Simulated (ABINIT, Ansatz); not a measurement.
# A GW chain in ABINIT: WS2 (Tungstenite)

How does a plane-wave GW calculation on WS2 (Tungstenite) run from the first input to the gap?

Main program and level: ABINIT 10.8.3; PBE and many-body steps on it, plane waves.

### 1. The starting structure

Symmetry: P6_3/mmc, No. 194, hexagonal system. Conventional cell: a = 3.153 Å, b = 3.153 Å, c = 12.323 Å, α = 90.00°, β = 90.00°, γ = 120.00°. Nearest to W lie 6 S at 2.40 Å. S has 3 W at 2.40 Å nearest. Farther neighbours and most contacts between anions are not listed.

The cell and positions come from the Crystallography Open Database and are kept as given unless a step says otherwise. Spin-orbit coupling is left out unless a step names it.

### 2. Ground state

This step: ABINIT 10.8.3; DFT, PBE, plane waves, norm-conserving pseudopotentials.

The ground-state density comes first.

Contents of run.abi:

```
acell 3*1.0 Angstrom
rprim 
  3.153199999992 0.000000000002 0.000000000000
  -1.576599999998 2.730751303206 0.000000000000
  0.000000000000 0.000000000000 12.323000000000
ntypat 2
znucl 74 16
natom 6
typat 1 1 2 2 2 2
xred 
  0.333333333333 0.666666666667 0.250000000000
  0.666666666667 0.333333333333 0.750000000000
  0.333333333333 0.666666666667 0.622500000000
  0.666666666667 0.333333333333 0.122500000000
  0.333333333333 0.666666666667 0.877500000000
  0.666666666667 0.333333333333 0.377500000000
pp_dirpath "pseudos"
pseudos "W.upf, S.upf"
ecut 31
ngkpt 6 6 2
nshiftk 1
shiftk 0 0 0
kptopt 1
chksymbreak 0
nband 33
occopt 1
tolvrs 1e-10
nstep 60
prtwf 0
indata_prefix "in"
outdata_prefix "out"
tmpdata_prefix "tmp"
```

Command:

```sh
$ OMP_NUM_THREADS=1 mpirun -n 4 abinit run.abi > log
```

Numbers of over 12 decimals in the logs are rounded to 6 here.

Log:

```text
.Version 10.8.3 of ABINIT. v10.8.2 released Aug 2026.

 Symmetries : space group P6_3/m m c (#194); Bravais hP (primitive hexag.)
================================================================================
 Values of the parameters that define the memory need of the present run
     intxc =       0    ionmov =       0      iscf =       7    lmnmax =       8
     lnmax =       8     mgfft =     120  mpssoang =       4    mqgrid =    5837
     natom =       6  nloc_mem =       1    nspden =       1   nspinor =       1
    nsppol =       1      nsym =      24    n1xccc =    2501    ntypat =       2
    occopt =       1   xclevel =       2
-    mband =          33        mffmem =           1         mkmem =           4
       mpw =        5944          nfft =      108000          nkpt =          14
================================================================================
  Rough estimation (10% accuracy) of disk space for files :
================================================================================

--------------------------------------------------------------------------------
------------- Echo of variables that govern the present computation ------------
--------------------------------------------------------------------------------
 -outvars: echo values of preprocessed input variables --------
            acell      1.8897261259E+00  1.8897261259E+00  1.8897261259E+00 Bohr

      chksymbreak           0
             ecut      3.10000000E+01 Hartree
-          fftalg         312

              ixc     -101130
              kpt      0.00000000E+00  0.00000000E+00  0.00000000E+00
                       1.66666667E-01  0.00000000E+00  0.00000000E+00
                       3.33333333E-01  0.00000000E+00  0.00000000E+00
                       5.00000000E-01  0.00000000E+00  0.00000000E+00
                       1.66666667E-01  1.66666667E-01  0.00000000E+00
                       3.33333333E-01  1.66666667E-01  0.00000000E+00
                       3.33333333E-01  3.33333333E-01  0.00000000E+00
                       0.00000000E+00  0.00000000E+00  5.00000000E-01
                       1.66666667E-01  0.00000000E+00  5.00000000E-01
                       3.33333333E-01  0.00000000E+00  5.00000000E-01
                       5.00000000E-01  0.00000000E+00  5.00000000E-01
[...]
kptrlatt        6    0    0      0    6    0      0    0    2
          kptrlen      3.57521065E+01
P           mkmem           4
            natom           6
            nband          33
            ngfft          30      30     120
             nkpt          14
            nstep          60
             nsym          24
           ntypat           2
              occ      2.000000  2.000000  2.000000  2.000000  2.000000  2.000000
                       2.000000  2.000000  2.000000  2.000000  2.000000  2.000000
                       2.000000  2.000000  2.000000  2.000000  2.000000  2.000000
                       2.000000  2.000000  2.000000  2.000000  2.000000  2.000000
                       2.000000  2.000000  0.000000  0.000000  0.000000  0.000000
[...]
prtwf           0
            rprim      3.1532000000E+00  2.0000000000E-12  0.0000000000E+00
[...]
spgroup         194

           tolvrs      1.00000000E-10

             xred      3.3333333333E-01  6.6666666667E-01  2.5000000000E-01
[...]
znucl       74.00000   16.00000

================================================================================

 chkinp: Checking input parameters for consistency.

================================================================================
== DATASET  1 ==================================================================
-   mpi_nproc: 4, omp_nthreads: 1 (-1 if OMP is not activated)

--- !DatasetInfo
iteration_state: {dtset: 1, }
dimensions: {natom: 6, nkpt: 14, mband: 33, nsppol: 1, nspinor: 1, nspden: 1, mpw: 5944, }
cutoff_energies: {ecut:  31.0, pawecutdg:  -1.0, }
electrons: {nelect:   5.20000000E+01, charge:   0.00000000E+00, occopt:   1.00000000E+00, tsmear:   1.00000000E-02, }

 Real(R)+Recip(G) space primitive vectors, cartesian coordinates (Bohr,Bohr^-1):
 R(1)=  5.9586844  0.0000000  0.0000000  G(1)=  0.1678223  0.0968922  0.0000000
 R(2)= -2.9793422  5.1603721  0.0000000  G(2)=  0.0000000  0.1937845  0.0000000
 R(3)=  0.0000000  0.0000000 23.2870950  G(3)=  0.0000000  0.0000000  0.0429422
 Unit cell volume ucvol=  7.1605555E+02 bohr^3
 Angles (23,13,12)=  9.00000000E+01  9.00000000E+01  1.20000000E+02 degrees

 getcut: wavevector=  0.0000  0.0000  0.0000  ngfft=  30  30 120
         ecut(hartree)=     31.000   => boxcut(ratio)=   2.01023

--- Pseudopotential description ------------------------------------------------
- W Generated using ONCVPSP code by D. R. Hamann
- 74.00000  14.00000  171031                  znucl, zion, pspdat
12 -101130 3 -1 1396                          pspcod,pspxc,lmax,lloc,mmax
     nproj     2     2     2     2
  pspatm : epsatm=   11.70739509
         --- l  ekb(1:nproj) -->
[...]
pspatm: atomic psp has been read  and splines computed

- S Generated using ONCVPSP code by D. R. Hamann
- 16.00000   6.00000  171031                  znucl, zion, pspdat
[...]
ETOT  8  -196.02959029387    -2.853E-09 5.135E-04 2.264E-06
 ETOT  9  -196.02959029410    -2.319E-10 1.853E-04 7.420E-08
 ETOT 10  -196.02959029411    -1.396E-11 4.535E-04 3.028E-09
 ETOT 11  -196.02959029411     3.951E-12 1.653E-04 3.322E-10
 ETOT 12  -196.02959029411    -4.292E-12 4.851E-04 6.888E-12

 At SCF step   12       vres2   =  6.89E-12 < tolvrs=  1.00E-10 =>converged.

 Cartesian components of stress tensor (hartree/bohr^3)
  sigma(1 1)= -1.47127000E-04  sigma(3 2)=  0.00000000E+00
  sigma(2 2)= -1.47127000E-04  sigma(3 1)=  0.00000000E+00
  sigma(3 3)= -1.47330013E-04  sigma(2 1)=  0.00000000E+00

--- !ResultsGS
iteration_state: {dtset: 1, }
comment   : Summary of ground state results
lattice_vectors:
- [  5.9586844,   0.0000000,   0.0000000, ]
- [ -2.9793422,   5.1603721,   0.0000000, ]
- [  0.0000000,   0.0000000,  23.2870950, ]
lattice_lengths: [   5.95868,    5.95868,   23.28710, ]
lattice_angles: [ 90.000,  90.000, 120.000, ] # degrees, (23, 13, 12)
lattice_volume:   7.1605555E+02
convergence: {deltae: -4.292E-12, res2:  6.888E-12, residm:  4.851E-04, diffor: null, }
etotal    :  -1.96029590E+02
entropy   :   0.00000000E+00
fermie    :   3.49444803E-01
cartesian_stress_tensor: # hartree/bohr^3
- [ -1.47127000E-04,   0.00000000E+00,   0.00000000E+00, ]
- [  0.00000000E+00,  -1.47127000E-04,   0.00000000E+00, ]
- [  0.00000000E+00,   0.00000000E+00,  -1.47330013E-04, ]
pressure_GPa:   4.3306E+00
xred      :
- [  3.3333E-01,   6.6667E-01,   2.5000E-01,  W]
- [  6.6667E-01,   3.3333E-01,   7.5000E-01,  W]
- [  3.3333E-01,   6.6667E-01,   6.2250E-01,  S]
- [  6.6667E-01,   3.3333E-01,   1.2250E-01,  S]
- [  3.3333E-01,   6.6667E-01,   8.7750E-01,  S]
- [  6.6667E-01,   3.3333E-01,   3.7750E-01,  S]
cartesian_forces: # hartree/bohr
- [  7.06071653E-30,   1.49471908E-29,  -0.00000000E+00, ]
- [ -1.27092898E-29,  -9.51184871E-30,  -1.80669085E-31, ]
- [  9.88500315E-30,   4.91898462E-29,  -2.40440500E-03, ]
- [  2.11821496E-29,   4.26674357E-29,  -2.40440500E-03, ]
- [ -1.41214331E-30,  -4.86463120E-29,   2.40440500E-03, ]
- [ -2.40064362E-29,  -4.86463120E-29,   2.40440500E-03, ]
force_length_stats: {min:   1.58755773E-29, max:   2.40440500E-03, mean:   1.60293667E-03, }

 Integrated electronic density in atomic spheres:
 ------------------------------------------------
 Atom  Sphere_radius  Integrated_density
[...]
================================================================================

 ----iterations are completed or convergence reached----

 Mean square residual over all n,k,spin=   29.308E-07; max=  48.513E-05
 reduced coordinates (array xred) for    6 atoms
[...]
0.666666666667      0.333333333333      0.750000000000
       0.333333333333      0.666666666667      0.622500000000
       0.666666666667      0.333333333333      0.122500000000
       0.333333333333      0.666666666667      0.877500000000
       0.666666666667      0.333333333333      0.377500000000
 rms dE/dt=  2.6395E-02; max dE/dt=  5.5992E-02; dE/dt below (all hartree)
    1      -0.000000000000     -0.000000000000      0.000000000000
    2       0.000000000000      0.000000000000      0.000000000000
    3      -0.000000000000     -0.000000000000      0.055991607767
    4      -0.000000000000     -0.000000000000      0.055991607767
    5       0.000000000000      0.000000000000     -0.055991607767
    6       0.000000000000      0.000000000000     -0.055991607767

 cartesian coordinates (angstrom) at end:
    1     -1.33e-12     1.820501     3.080750
    2      1.576600     0.910250     9.242250
    3     -1.33e-12     1.820501     7.671068
    4      1.576600     0.910250     1.509567
[...]
cartesian forces (hartree/bohr) at end:
[...]
frms,max,avg= 1.1334474E-03 2.4044050E-03   0.000E+00  0.000E+00  0.000E+00 h/b

 cartesian forces (eV/Angstrom) at end:
[...]
2     -0.000000    -0.000000    -0.000000
    3      0.000000     0.000000    -0.123639
    4      0.000000     0.000000    -0.123639
    5     -0.000000    -0.000000     0.123639
    6     -0.000000    -0.000000     0.123639
 frms,max,avg= 5.8284208E-02 1.2363948E-01   0.000E+00  0.000E+00  0.000E+00 e/A
 length scales=  1.889726125908  1.889726125908  1.889726125908 bohr
              =  1.000000000000  1.000000000000  1.000000000000 angstroms
 prteigrs : about to open file out_EIG
 Fermi (or HOMO) energy (hartree) =   0.34944   Average Vxc (hartree)=  -0.41084
 Eigenvalues (hartree) for nkpt=  14  k points:
 kpt#   1, nband= 33, wtk=  0.01389, kpt=  0.0000  0.0000  0.0000 (reduced coord)
  -2.39287   -2.39287   -1.07959   -1.07958   -1.07265   -1.07265   -1.07265   -1.07265
  -0.22539   -0.21688   -0.16868   -0.15256    0.06843    0.10714    0.20801    0.22170
   0.22170    0.22222    0.22222    0.26709    0.26709    0.26906    0.26906    0.29374
   0.30457    0.34944    0.43436    0.43442    0.43474    0.43539    0.43621    0.43925
   0.44308
 prteigrs : prtvol=0 or 1, do not print more k-points.

--- !EnergyTerms
iteration_state     : {dtset: 1, }
comment             : Components of total free energy in Hartree
kinetic             :  5.62979939841233E+01
hartree             :  5.12043006772170E+01
xc                  : -4.59534279595050E+01
Ewald energy        : -1.20345391836037E+02
psp_core            :  4.31999703190776E+00
local_psp           : -1.72738556694186E+02
non_local_psp       :  3.11854945023664E+01
total_energy        : -1.96029590294114E+02
total_energy_eV     : -5.33423689713455E+03
band_energy         : -1.79620718601513E+01

 Cartesian components of stress tensor (hartree/bohr^3)
  sigma(1 1)= -1.47127000E-04  sigma(3 2)=  0.00000000E+00
  sigma(2 2)= -1.47127000E-04  sigma(3 1)=  0.00000000E+00
  sigma(3 3)= -1.47330013E-04  sigma(2 1)=  0.00000000E+00

-Cartesian components of stress tensor (GPa)         [Pressure=  4.3306E+00 GPa]
- sigma(1 1)= -4.32862579E+00  sigma(3 2)=  0.00000000E+00
- sigma(2 2)= -4.32862579E+00  sigma(3 1)=  0.00000000E+00
- sigma(3 3)= -4.33459863E+00  sigma(2 1)=  0.00000000E+00

== END DATASET(S) ==============================================================
================================================================================

 -outvars: echo values of variables after computation  --------
           etotal     -1.9602959029E+02
            nband          33
             nkpt          14
          spgroup         194
 [... the other variables as echoed above ...]

 Calculation completed.
```

Elapsed: 41 s, on 4 MPI ranks of Arm Neoverse V1, shared host; peak memory 0.37 GiB.

Numbers from this step:

- total energy: -5334.2369 eV
- gap: 0.9807 eV
- k of the valence top: 0, 0, 0
- k of the conduction bottom: 0.1667, 0.1667, 0
- least direct gap: 1.837 eV
- pressure: 4.331 GPa

The gap is indirect, with the least direct gap 0.86 eV higher.

The cutoff was set for levels, not for stress, so the pressure can be off by some GPa.

### 3. Empty states on the mesh, 6×6×1 mesh, 777 bands

The sums over transitions need many empty states on a uniform mesh; this step solves for them.

Changes to run.abi since step 2:

```diff
@@ -19,3 +19,3 @@
 ecut 31
-ngkpt 6 6 2
+ngkpt 6 6 1
 nshiftk 1
@@ -24,7 +24,10 @@
 chksymbreak 0
-nband 33
-occopt 1
-tolvrs 1e-10
+iscf -2
+irdden 1
+istwfk *1
+nband 777
+nbdbuf 70
+tolwfr 1e-09
 nstep 60
-prtwf 0
+prtvol 0
 indata_prefix "in"
```

Log:

```text
.Version 10.8.3 of ABINIT. v10.8.2 released Aug 2026.

 Symmetries : space group P6_3/m m c (#194); Bravais hP (primitive hexag.)
[... echo of the input left out ...]
== DATASET  1 ==================================================================
-   mpi_nproc: 4, omp_nthreads: 1 (-1 if OMP is not activated)

--- !DatasetInfo
iteration_state: {dtset: 1, }
dimensions: {natom: 6, nkpt: 7, mband: 777, nsppol: 1, nspinor: 1, nspden: 1, mpw: 5929, }
cutoff_energies: {ecut:  31.0, pawecutdg:  -1.0, }
electrons: {nelect:   5.20000000E+01, charge:   0.00000000E+00, occopt:   1.00000000E+00, tsmear:   1.00000000E-02, }

 Real(R)+Recip(G) space primitive vectors, cartesian coordinates (Bohr,Bohr^-1):
 R(1)=  5.9586844  0.0000000  0.0000000  G(1)=  0.1678223  0.0968922  0.0000000
 R(2)= -2.9793422  5.1603721  0.0000000  G(2)=  0.0000000  0.1937845  0.0000000
 R(3)=  0.0000000  0.0000000 23.2870950  G(3)=  0.0000000  0.0000000  0.0429422
 Unit cell volume ucvol=  7.1605555E+02 bohr^3
 Angles (23,13,12)=  9.00000000E+01  9.00000000E+01  1.20000000E+02 degrees

 getcut: wavevector=  0.0000  0.0000  0.0000  ngfft=  30  30 120
         ecut(hartree)=     31.000   => boxcut(ratio)=   2.01023

--- Pseudopotential description ------------------------------------------------
- W Generated using ONCVPSP code by D. R. Hamann
- 74.00000  14.00000  171031                  znucl, zion, pspdat
12 -101130 3 -1 1396                          pspcod,pspxc,lmax,lloc,mmax
     nproj     2     2     2     2
  pspatm : epsatm=   11.70739509
         --- l  ekb(1:nproj) -->
             0   12.992056    1.844411
             1    9.080024    1.409692
             2    4.470007    0.514403
[...]
pspatm: atomic psp has been read  and splines computed

- S Generated using ONCVPSP code by D. R. Hamann
- 16.00000   6.00000  171031                  znucl, zion, pspdat
12 -101130 2 -1 1146                          pspcod,pspxc,lmax,lloc,mmax
     nproj     2     2     2     0
  pspatm : epsatm=    9.01821529
         --- l  ekb(1:nproj) -->
[...]
pspatm: atomic psp has been read  and splines computed

--------------------------------------------------------------------------------

================================================================================
 prteigrs : about to open file out_EIG
 Non-SCF case, kpt    1 (  0.00000  0.00000  0.00000), residuals and eigenvalues=
  2.38E-10  2.42E-10  2.37E-10  2.85E-10  1.62E-10  5.72E-10  6.42E-11  4.19E-10
  3.27E-10  2.49E-10  2.30E-10  9.79E-11  3.20E-10  4.99E-10  1.57E-10  2.74E-10
  4.05E-10  3.96E-10  6.13E-10  4.06E-10  7.97E-10  1.88E-10  5.52E-10  3.48E-10
[...]
1.89E-03
 -2.3929E+00 -2.3929E+00 -1.0796E+00 -1.0796E+00 -1.0726E+00 -1.0726E+00
 -1.0726E+00 -1.0726E+00 -2.2539E-01 -2.1688E-01 -1.6868E-01 -1.5256E-01
  6.8428E-02  1.0714E-01  2.0801E-01  2.2170E-01  2.2170E-01  2.2222E-01
[...]
7.4651E+00  7.4655E+00  7.4655E+00  7.4783E+00  7.4890E+00  7.5208E+00
  7.5223E+00  7.5226E+00  7.5482E+00  7.5483E+00  7.5487E+00  7.5753E+00
[...]
prteigrs : prtvol=0 or 1, do not print more k-points.

--- !ResultsGS
iteration_state: {dtset: 1, }
comment   : Summary of ground state results
lattice_vectors:
- [  5.9586844,   0.0000000,   0.0000000, ]
- [ -2.9793422,   5.1603721,   0.0000000, ]
- [  0.0000000,   0.0000000,  23.2870950, ]
lattice_lengths: [   5.95868,    5.95868,   23.28710, ]
lattice_angles: [ 90.000,  90.000, 120.000, ] # degrees, (23, 13, 12)
lattice_volume:   7.1605555E+02
convergence: {deltae:  0.000E+00, res2:  0.000E+00, residm:  9.964E-10, diffor:  0.000E+00, }
etotal    :  -1.96029590E+02
entropy   :   0.00000000E+00
fermie    :   3.49444803E-01
cartesian_stress_tensor: null
pressure_GPa: null
xred      :
- [  3.3333E-01,   6.6667E-01,   2.5000E-01,  W]
- [  6.6667E-01,   3.3333E-01,   7.5000E-01,  W]
- [  3.3333E-01,   6.6667E-01,   6.2250E-01,  S]
- [  6.6667E-01,   3.3333E-01,   1.2250E-01,  S]
- [  3.3333E-01,   6.6667E-01,   8.7750E-01,  S]
- [  6.6667E-01,   3.3333E-01,   3.7750E-01,  S]
cartesian_forces: null
force_length_stats: {min: null, max: null, mean: null, }

 Integrated electronic density in atomic spheres:
 ------------------------------------------------
 Atom  Sphere_radius  Integrated_density
[...]
================================================================================

 ----iterations are completed or convergence reached----

 Mean square residual over all n,k,spin=   39.570E-11; max=  99.643E-11
 reduced coordinates (array xred) for    6 atoms
[...]
0.333333333333      0.666666666667      0.877500000000
       0.666666666667      0.333333333333      0.377500000000

 cartesian coordinates (angstrom) at end:
    1     -1.33e-12     1.820501     3.080750
    2      1.576600     0.910250     9.242250
    3     -1.33e-12     1.820501     7.671068
    4      1.576600     0.910250     1.509567
    5     -1.33e-12     1.820501    10.813432
    6      1.576600     0.910250     4.651933
 length scales=  1.889726125908  1.889726125908  1.889726125908 bohr
              =  1.000000000000  1.000000000000  1.000000000000 angstroms
 prteigrs : about to open file out_EIG
 Eigenvalues (hartree) for nkpt=   7  k points:
 kpt#   1, nband=777, wtk=  0.02778, kpt=  0.0000  0.0000  0.0000 (reduced coord)
[...]
7.46503    7.46507    7.46508    7.46552    7.46555    7.47830    7.48895    7.52082
   7.52231    7.52256    7.54818    7.54831    7.54867    7.57528    7.61293    7.62366
   7.64217
 prteigrs : prtvol=0 or 1, do not print more k-points.

== END DATASET(S) ==============================================================
================================================================================

 -outvars: echo values of variables after computation  --------
            nband         777
             nkpt           7
          spgroup         194
 [... the other variables as echoed above ...]

 Calculation completed.
```

It took 22 min on 4 MPI ranks; peak memory 0.96 GiB; 89 min of CPU time.

Numbers from this step:

```
gap                                                           : 0.9807 eV
k of the valence top                                          : 0, 0, 0
k of the conduction bottom                                    : 0.1667, 0.1667, 0
least direct gap                                              : 1.837 eV
k points computed                                             : 7
lowest point of the top converged band, above the valence top : 182.8241 eV
```

On this mesh the gap is 0.981 eV.

(Continued in part 2 of 2.)

[Paths, hosts, dates, memory and timing lines, banners, echoed tables and standing remarks are left out of the program output.]

[Logs are printed without paths, hosts, clocks, repeated set-up lines and the standing remarks that a program may print on its own settings, such as how far it seeks lower states.]

[Runs of the session that timed out or met a known fault of the program may be left out.]

[Hosts, paths, dates, database ids (printed as entryN), source tags and the programs' standing remarks are cut or masked in the printed files.]

[G0W0 gaps are taken among the corrected bands and points alone; a level outside them can change the order at an edge.]

[Where Ansatz stands beside ABINIT at settings called matched, ABINIT's density can come from a denser mesh and the files from another edition; pairs whose starting gaps differed by over 0.03 eV were left out, so agreement reads better than it is.]
